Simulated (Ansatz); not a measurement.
# Lattice dynamics of MoS2 monolayer (2H)

How does MoS2 monolayer (2H) vibrate, and is this structure a minimum?

Calculated with Ansatz 0.2.0; DFT PBEsol, scalar-relativistic, plane waves, PAW.

Most raw output is cut from this account.

## 1. The structure

The cell holds 3 atoms: 1 Mo and 2 S. Its edges and angles: a = 3.170 Å, b = 3.170 Å, c = 20.000 Å, α = 90.0°, β = 90.0°, γ = 120.0°. Vacuum lies along c.

## 2. Relaxation

The cell and atoms are relaxed, since residual forces and stress would shift the frequencies.

The program solves this slab on a cell height of its own, 30.0 Å, in place of the one typed.

The input, input.yaml:

```yaml
crystal:
  lattice:
    - [3.17, 0.0, 0.0]
    - [-1.585, 2.7453, 0.0]
    - [0.0, 0.0, 20.0]
  atoms:
    - { symbol: Mo, position: [0.333333, 0.666667, 0.5] }
    - { symbol: S, position: [0.666667, 0.333333, 0.5775] }
    - { symbol: S, position: [0.666667, 0.333333, 0.4225] }
  periodic: [true, true, false]
kpoints:
  mp_grid: { grid: [12, 12, 1] }
hamiltonian:
  xc: pbesol
scf:
  occupations: { method: gaussian, width: 0.02 }
output:
  forces: true
  stress: true
  eigenvalues: true
  write_density: true
  write_potential: true
  elf: true
  volumetric_format: npy
relax:
  adjacent_minimum: "off"
  f_tol: 0.005
  max_steps: 80
  cell: { stress_2d_tol: 0.02 }
```

The run is started by

```
$ ansatz run input.yaml --threads 8 --pin off --max-ram 14336MiB --backend cpu --events-out ev --progress --plain --runs-dir out
```

Run time: 7.7 s. Hardware: 8 threads of Arm Neoverse V2, shared host; peak memory 0.67 GiB; 55 s of CPU time.

Step by step:

```tsv
step	energy less that of the first step (eV)	largest force component (eV/Å)	volume (Å³)
1	0.0000	0.0330	261.08
2	-0.0063	0.1262	254.51
3	-0.0081	0.0328	256.21
4	-0.0082	0.0001	256.24
5*	-0.0081	0.0001	256.24
```

Relaxation steps marked * repeat the geometry before them on a plane-wave basis chosen anew for their cell, so energy and pressure can jump there.

The run keeps the 12 symmetry operations that it works with, so distortions that break them were not tested.

```tsv
cell as run	before	after	change
a (Å)	3.170	3.140	-0.9 %
b (Å)	3.170	3.140	-0.9 %
```

Final coordinates:

```
Mo S
1.0
     3.14050    0.00000    0.00000
    -1.57025    2.71975    0.00000
     0.00000    0.00000   30.00000
Mo S
1 2
Direct
  0.33333 0.66667 0.33333
  0.66667 0.33333 0.38528
  0.66667 0.33333 0.28139
```

Numbers from this step:

- gap on the k-mesh: 1.806 eV
- direct gap on mesh: 1.806 eV
- area per atom: 2.847 Å²

ELF in the ac plane at fractional y = 0.333, with atoms of S within 0.2 Å of it. It is the smooth field of the valence electrons, not physical close to the nuclei.

Values, 24 rows by 16 columns, each cell a mean:
```
0.00 0.00 0.00 0.00 0.00 0.00 0.00 0.00 0.00 0.00 0.00 0.00 0.00 0.00 0.00 0.00
0.00 0.00 0.00 0.00 0.00 0.00 0.00 0.00 0.00 0.00 0.00 0.00 0.00 0.00 0.00 0.00
0.00 0.00 0.00 0.00 0.00 0.00 0.00 0.00 0.00 0.00 0.00 0.00 0.00 0.00 0.00 0.00
0.00 0.00 0.00 0.00 0.00 0.00 0.00 0.00 0.00 0.00 0.00 0.00 0.00 0.00 0.00 0.00
0.00 0.00 0.00 0.00 0.00 0.00 0.00 0.00 0.00 0.00 0.00 0.00 0.00 0.00 0.00 0.00
0.00 0.00 0.00 0.00 0.00 0.00 0.00 0.00 0.00 0.00 0.00 0.00 0.00 0.00 0.00 0.00
0.00 0.00 0.00 0.00 0.00 0.00 0.00 0.00 0.00 0.00 0.00 0.00 0.00 0.00 0.00 0.00
0.00 0.00 0.00 0.00 0.00 0.00 0.00 0.00 0.00 0.00 0.00 0.00 0.00 0.00 0.00 0.00
0.00 0.00 0.00 0.00 0.00 0.00 0.00 0.00 0.00 0.00 0.00 0.00 0.00 0.00 0.00 0.00
0.00 0.00 0.00 0.00 0.00 0.00 0.00 0.00 0.00 0.00 0.00 0.00 0.00 0.00 0.00 0.00
0.00 0.00 0.00 0.00 0.00 0.00 0.00 0.00 0.00 0.00 0.00 0.00 0.00 0.00 0.00 0.00
0.00 0.00 0.00 0.00 0.00 0.00 0.00 0.00 0.00 0.00 0.00 0.00 0.00 0.00 0.00 0.00
0.01 0.00 0.00 0.00 0.00 0.01 0.02 0.04 0.07 0.10 0.12 0.12 0.11 0.08 0.05 0.02
0.25 0.08 0.02 0.02 0.05 0.19 0.40 0.58 0.70 0.76 0.79 0.80 0.78 0.73 0.63 0.47
0.68 0.39 0.17 0.14 0.29 0.59 0.79 0.84 0.79 0.60 0.44 0.41 0.53 0.74 0.84 0.82
0.31 0.26 0.24 0.25 0.26 0.30 0.38 0.46 0.50 0.50 0.47 0.47 0.49 0.51 0.48 0.40
0.39 0.27 0.21 0.20 0.25 0.35 0.47 0.56 0.60 0.55 0.48 0.47 0.53 0.59 0.58 0.51
0.65 0.35 0.14 0.11 0.26 0.56 0.77 0.84 0.81 0.67 0.55 0.54 0.62 0.78 0.85 0.81
0.17 0.05 0.02 0.01 0.03 0.12 0.30 0.47 0.59 0.66 0.70 0.70 0.68 0.62 0.51 0.36
0.00 0.00 0.00 0.00 0.00 0.00 0.01 0.02 0.04 0.05 0.06 0.07 0.06 0.04 0.02 0.01
0.00 0.00 0.00 0.00 0.00 0.00 0.00 0.00 0.00 0.00 0.00 0.00 0.00 0.00 0.00 0.00
0.00 0.00 0.00 0.00 0.00 0.00 0.00 0.00 0.00 0.00 0.00 0.00 0.00 0.00 0.00 0.00
0.00 0.00 0.00 0.00 0.00 0.00 0.00 0.00 0.00 0.00 0.00 0.00 0.00 0.00 0.00 0.00
0.00 0.00 0.00 0.00 0.00 0.00 0.00 0.00 0.00 0.00 0.00 0.00 0.00 0.00 0.00 0.00
```
Columns run along a (3.1 Å), rows up along c (30.0 Å). Atoms in or near the plane, at fractional coordinates: S at (0.67, 0.39), S at (0.67, 0.28).

Electrostatic potential energy in the ac plane at fractional y = 0.333, with atoms of S within 0.2 Å of it. With pseudopotentials it is smooth inside the atoms' cores, unlike the true potential.

Ten even steps from '0' (-32 eV) to '9' (0 eV), each cell a mean:
```
9999999999999999
9999999999999999
9999999999999999
9999999999999999
9999999999999999
9999999999999999
9999999999999999
9999999999999999
9999999999999999
9999999999999999
9999999999999999
9999999999999999
9999999999999999
9999999999889999
7899886200000015
6544556655555566
6665666543333456
8899987421111136
9999999999999999
9999999999999999
9999999999999999
9999999999999999
9999999999999999
9999999999999999
```
Columns run along a (3.1 Å; values clipped at the 3rd and 97th percentile), rows up along c (30.0 Å). Atoms in or near the plane, at fractional coordinates: S at (0.67, 0.39), S at (0.67, 0.28).

Valence density in the ac plane at fractional y = 0.333, with atoms of S within 0.2 Å of it. It is the smooth field of the valence electrons, not physical close to the nuclei.

Ten even steps from '0' (0.0 e/Å³) to '9' (1.0 e/Å³), each cell a mean:
```
0000000000000000
0000000000000000
0000000000000000
0000000000000000
0000000000000000
0000000000000000
0000000000000000
0000000000000000
0000000000000000
0000000000000000
0000000000000000
0000000000000000
0000000000000000
0000000011111100
3211124799768985
4455544456666554
4444444567667765
2111124688768874
0000000000000000
0000000000000000
0000000000000000
0000000000000000
0000000000000000
0000000000000000
```
Columns run along a (3.1 Å), rows up along c (30.0 Å). Atoms in or near the plane, at fractional coordinates: S at (0.67, 0.39), S at (0.67, 0.28).

## 3. Bringing the structure to rest

The relaxation is repeated from its end on the same settings, as a check that it has come to rest.

input.yaml, the sections that differ from step 2:

```yaml
crystal:
  lattice:
    - [3.1404959699, 0.0, 0.0]
    - [-1.5702479849, 2.7197492904, 0.0]
    - [0.0, 0.0, 30.0]
  atoms:
    - { symbol: Mo, position: [0.3333333333, 0.6666666667, 0.3333333333] }
    - { symbol: S, position: [0.6666666667, 0.3333333333, 0.3852798274] }
    - { symbol: S, position: [0.6666666667, 0.3333333333, 0.2813868392] }
  periodic: [true, true, false]
# kpoints, hamiltonian, scf, output, relax: as in step 2
```

It took 3.4 s on 8 threads; peak memory 0.65 GiB.

Little changed from the start: no atom moved by 0.005 Å and no cell edge by 0.1 %.

## 4. Relaxing to small forces for the phonons

Phonons need a cell at rest on their own settings, so the relaxation is repeated with tight tolerances on forces and stress on the k mesh and occupations of the first response run.

input.yaml: that of step 3 with these lines changed.

```diff
@@ -15,3 +15,3 @@
 scf:
-  occupations: { method: gaussian, width: 0.02 }
+  occupations: { method: fixed }
 output:
@@ -26,4 +26,4 @@
   adjacent_minimum: "off"
-  f_tol: 0.005
-  max_steps: 80
-  cell: { stress_2d_tol: 0.02 }
+  f_tol: 0.001
+  max_steps: 60
+  cell: { stress_2d_tol: 0.002 }
```

Run time: 3.4 s. Hardware: 8 threads; peak memory 0.65 GiB; 24 s of CPU time.

Little changed from the start: no atom moved by 0.005 Å and no cell edge by 0.1 %.

Valence density in the ac plane at fractional y = 0.333, with atoms of S within 0.2 Å of it. It is the smooth field of the valence electrons, not physical close to the nuclei.

Ten even steps from '0' (0.0 e/Å³) to '9' (1.0 e/Å³), each cell a mean:
```
0000000000000000
0000000000000000
0000000000000000
0000000000000000
0000000000000000
0000000000000000
0000000000000000
0000000000000000
0000000000000000
0000000000000000
0000000000000000
0000000000000000
0000000000000000
0000000011111100
3211124799768985
4455544456666554
4444444567667765
2111124688768874
0000000000000000
0000000000000000
0000000000000000
0000000000000000
0000000000000000
0000000000000000
```
Columns run along a (3.1 Å), rows up along c (30.0 Å). Atoms in or near the plane, at fractional coordinates: S at (0.67, 0.39), S at (0.67, 0.28).

ELF in the ac plane at fractional y = 0.333, with atoms of S within 0.2 Å of it. It is the smooth field of the valence electrons, not physical close to the nuclei.

Values, 24 rows by 16 columns, each cell a mean:
```
0.00 0.00 0.00 0.00 0.00 0.00 0.00 0.00 0.00 0.00 0.00 0.00 0.00 0.00 0.00 0.00
0.00 0.00 0.00 0.00 0.00 0.00 0.00 0.00 0.00 0.00 0.00 0.00 0.00 0.00 0.00 0.00
0.00 0.00 0.00 0.00 0.00 0.00 0.00 0.00 0.00 0.00 0.00 0.00 0.00 0.00 0.00 0.00
0.00 0.00 0.00 0.00 0.00 0.00 0.00 0.00 0.00 0.00 0.00 0.00 0.00 0.00 0.00 0.00
0.00 0.00 0.00 0.00 0.00 0.00 0.00 0.00 0.00 0.00 0.00 0.00 0.00 0.00 0.00 0.00
0.00 0.00 0.00 0.00 0.00 0.00 0.00 0.00 0.00 0.00 0.00 0.00 0.00 0.00 0.00 0.00
0.00 0.00 0.00 0.00 0.00 0.00 0.00 0.00 0.00 0.00 0.00 0.00 0.00 0.00 0.00 0.00
0.00 0.00 0.00 0.00 0.00 0.00 0.00 0.00 0.00 0.00 0.00 0.00 0.00 0.00 0.00 0.00
0.00 0.00 0.00 0.00 0.00 0.00 0.00 0.00 0.00 0.00 0.00 0.00 0.00 0.00 0.00 0.00
0.00 0.00 0.00 0.00 0.00 0.00 0.00 0.00 0.00 0.00 0.00 0.00 0.00 0.00 0.00 0.00
0.00 0.00 0.00 0.00 0.00 0.00 0.00 0.00 0.00 0.00 0.00 0.00 0.00 0.00 0.00 0.00
0.00 0.00 0.00 0.00 0.00 0.00 0.00 0.00 0.00 0.00 0.00 0.00 0.00 0.00 0.00 0.00
0.01 0.00 0.00 0.00 0.00 0.01 0.02 0.04 0.07 0.10 0.12 0.12 0.11 0.08 0.05 0.02
0.25 0.08 0.02 0.02 0.05 0.19 0.40 0.58 0.70 0.76 0.79 0.80 0.78 0.73 0.63 0.47
0.68 0.39 0.17 0.14 0.29 0.59 0.79 0.84 0.79 0.60 0.44 0.41 0.53 0.74 0.84 0.82
0.31 0.26 0.24 0.25 0.26 0.30 0.38 0.46 0.50 0.50 0.47 0.47 0.49 0.51 0.48 0.40
0.39 0.27 0.21 0.20 0.25 0.35 0.47 0.56 0.60 0.55 0.48 0.47 0.53 0.59 0.58 0.51
0.65 0.35 0.14 0.11 0.26 0.56 0.77 0.84 0.81 0.67 0.55 0.54 0.62 0.78 0.85 0.81
0.17 0.05 0.02 0.01 0.03 0.12 0.30 0.47 0.59 0.66 0.70 0.70 0.68 0.62 0.51 0.36
0.00 0.00 0.00 0.00 0.00 0.00 0.01 0.02 0.04 0.05 0.06 0.07 0.06 0.04 0.02 0.01
0.00 0.00 0.00 0.00 0.00 0.00 0.00 0.00 0.00 0.00 0.00 0.00 0.00 0.00 0.00 0.00
0.00 0.00 0.00 0.00 0.00 0.00 0.00 0.00 0.00 0.00 0.00 0.00 0.00 0.00 0.00 0.00
0.00 0.00 0.00 0.00 0.00 0.00 0.00 0.00 0.00 0.00 0.00 0.00 0.00 0.00 0.00 0.00
0.00 0.00 0.00 0.00 0.00 0.00 0.00 0.00 0.00 0.00 0.00 0.00 0.00 0.00 0.00 0.00
```
Columns run along a (3.1 Å), rows up along c (30.0 Å). Atoms in or near the plane, at fractional coordinates: S at (0.67, 0.39), S at (0.67, 0.28).

Electrostatic potential energy in the ac plane at fractional y = 0.333, with atoms of S within 0.2 Å of it. With pseudopotentials it is smooth inside the atoms' cores, unlike the true potential.

Ten even steps from '0' (-32 eV) to '9' (0 eV), each cell a mean:
```
9999999999999999
9999999999999999
9999999999999999
9999999999999999
9999999999999999
9999999999999999
9999999999999999
9999999999999999
9999999999999999
9999999999999999
9999999999999999
9999999999999999
9999999999999999
9999999999889999
7899886200000015
6544556655555566
6665666543333456
8899987421111136
9999999999999999
9999999999999999
9999999999999999
9999999999999999
9999999999999999
9999999999999999
```
Columns run along a (3.1 Å; values clipped at the 3rd and 97th percentile), rows up along c (30.0 Å). Atoms in or near the plane, at fractional coordinates: S at (0.67, 0.39), S at (0.67, 0.28).

The largest force component left is 0.051 meV/Å, within the tolerances set.

## 5. Response at finite wavevector

Stability and thermal properties need the whole zone. Linear response on a 6×6×1 q mesh gives force constants as far as a supercell of that size would.

input.yaml, the sections that differ from step 4:

```yaml
output:
  eigenvalues: true
phonons:
  method: dfpt
  dielectric: true
  raman: true
  qmesh: [6, 6, 1]
  temperatures: { t_max: 1000, t_step: 50 }
  qpath:
    path:
      - [0.0, 0.0, 0.0]
      - [0.5, 0.0, 0.0]
      - [0.33333333, 0.33333333, 0.0]
      - [0.0, 0.0, 0.0]
    npoints: 10
  isolated: true
# crystal, kpoints, hamiltonian, scf: as in step 4
# relax: removed
```

It took 5.6 min on 8 threads; peak memory 3 GiB.

This step gave:

```
sum-rule residual before enforcement                       : 3.58e-5 eV/Å²
miss of the charge sum rule                                : 0.001161 e
estimated error of the dielectric tensor                   : 0.01206
estimated error of the Born charges                        : 0.01506 e
lowest frequency on the path                               : 0 cm⁻¹
point group                                                : -6m2
highest frequency on the path or at a solved wavevector    : 472.2 cm⁻¹
mean frequency                                             : 294.3 cm⁻¹
highest optical mode at the zone centre (no LO-TO term)    : 472.2 cm⁻¹
lowest optical zone-centre mode                            : 285.7 cm⁻¹
largest Born charge (third of the trace)                   : -0.7815 e
lowest mode on the q mesh (acoustic modes at Γ apart)      : 45.76 cm⁻¹
zero-point energy per atom                                 : 54.69 meV
heat capacity at 300 K                                     : 20.86 J/(mol atoms K)
vibrational entropy at 300 K                               : 21.26 J/(mol atoms K)
edges of the widest gap between branches, on path and mesh : 235.9, 285.7 cm⁻¹
```

High-frequency dielectric tensor, averaged over the cell of height 30.0 Å or as lengthened by the program, vacuum included. Tensor:

```tsv
	x	y	z
x	3.833	0	0
y	0	3.833	0
z	0	0	1.17
```

Born charge (rows field, columns displacement) (e), principal values of the symmetric part by kind of site:

```tsv
atom	atoms with these values	low	middle	high	mean
Mo1	1	-1.13	-1.13	-0.08	-0.78
S2	2	0.04	0.57	0.57	0.39
```

In full for S2:

```
0.57 0.00 0.00
0.00 0.57 0.00
0.00 0.00 0.04
```

Transverse modes. Infrared lines, with heights relative to the strongest:

```tsv
position (cm⁻¹)	label	relative intensity
286	E''	0.0
386	E'	100
407	A1'	0.0
472	A2''	0.3
```

Activity x (w_L - w)^4 (n + 1)/w, 532 nm, 300 K; the tensors are static ones, while 532 nm light lies above the computed direct gap, where resonance would change the heights. Lines of the Raman spectrum (strongest = 100):

```tsv
position (cm⁻¹)	label	relative intensity
286	E''	0.0
386	E'	100
407	A1'	26
472	A2''	0.0
```

Frequencies (cm⁻¹) solved at each irreducible wavevector; negative means imaginary. Frequencies by wavevector, by row:

```tsv
q in reciprocal lattice units	star	mode 1	mode 2	mode 3	mode 4	mode 5	mode 6	mode 7	mode 8	mode 9
0 0 0	1	0	0	0	285.7	285.7	386.4	386.4	406.7	472.2
0 0.1667 0	6	45.8	81.3	129.7	292.3	308	372.1	383.1	410.5	450.1
0 0.3333 0	6	128.8	137.9	213.8	302.6	335	353.4	373.5	405.2	411.5
0 -0.5 0	3	156.5	171.9	235.9	307	334.4	353.6	368	388.5	409.7
0.1667 0.1667 0	6	105.2	142	188	303.8	328.8	353.4	380.2	409.7	416.3
0.1667 0.3333 0	12	164	179	220.9	317.8	333.9	346.6	376.6	385.9	403.9
0.3333 0.3333 0	2	179.8	186.1	235.1	323.7	336.2	336.4	376.7	383.5	395.6
```

Interpolated from a 6×6×1 q mesh, with the LO-TO term (at Γ the limit along the path; where Γ stands inside the path, tables give the limit on arrival). The phonon branches at the labelled points (cm⁻¹):

```tsv
point	branch 1	branch 2	branch 3	branch 4	branch 5	branch 6	branch 7	branch 8	branch 9
Γ	0	0	0	286	286	386	386	407	472
halfway	88	114	180	298	324	360	379	412	428
M	156	172	236	307	334	354	368	388	410
halfway	174	182	226	321	330	346	377	383	403
K	180	186	235	324	336	336	377	384	396
halfway	105	142	188	304	329	353	380	410	416
Γ	0	0	0	286	286	386	386	407	472
```

The phonon density of states has structure finer than the step of the table below, so its rows give means over 20 cm⁻¹, whole bins alone (the curve runs from 2.5 to 472 cm⁻¹). Peaks (cm⁻¹: height): 172.5: 0.0405, 227.5: 0.0316, 307.5: 0.0485, 332.5: 0.0877, 352.5: 0.0637, 377.5: 0.101, 407.5: 0.0917.

Tetrahedra on a 24×24×1 mesh, mean over bins of 5 cm-1. Interpolated from a 6×6×1 q mesh. Phonon density of states against wavenumber; means over each step:

wavenumber (cm⁻¹), phonon density of states (1/cm⁻¹/cell) and a bar:
```
       20      0.003 #
       40      0.004 ##
       60      0.005 ##
       80      0.007 ###
      100      0.009 ####
      120      0.012 #####
      140      0.017 #######
      160      0.029 #############
      180      0.027 ############
      200      0.010 ####
      220      0.021 #########
      240      0.007 ###
      260      0.000 
      280      0.004 ##
      300      0.032 ##############
      320      0.034 ###############
      340      0.050 ######################
      360      0.029 #############
      380      0.068 ##############################
      400      0.047 #####################
      420      0.025 ###########
      440      0.006 ##
      460      0.004 ##
```

(Continued in part 2 of 2.)

[Logs are printed without paths, hosts, clocks, repeated set-up lines and the standing remarks that a program may print on its own settings, such as how far it seeks lower states.]

[Hosts, paths, dates, database ids (printed as entryN), source tags and the programs' standing remarks are cut or masked in the printed files.]
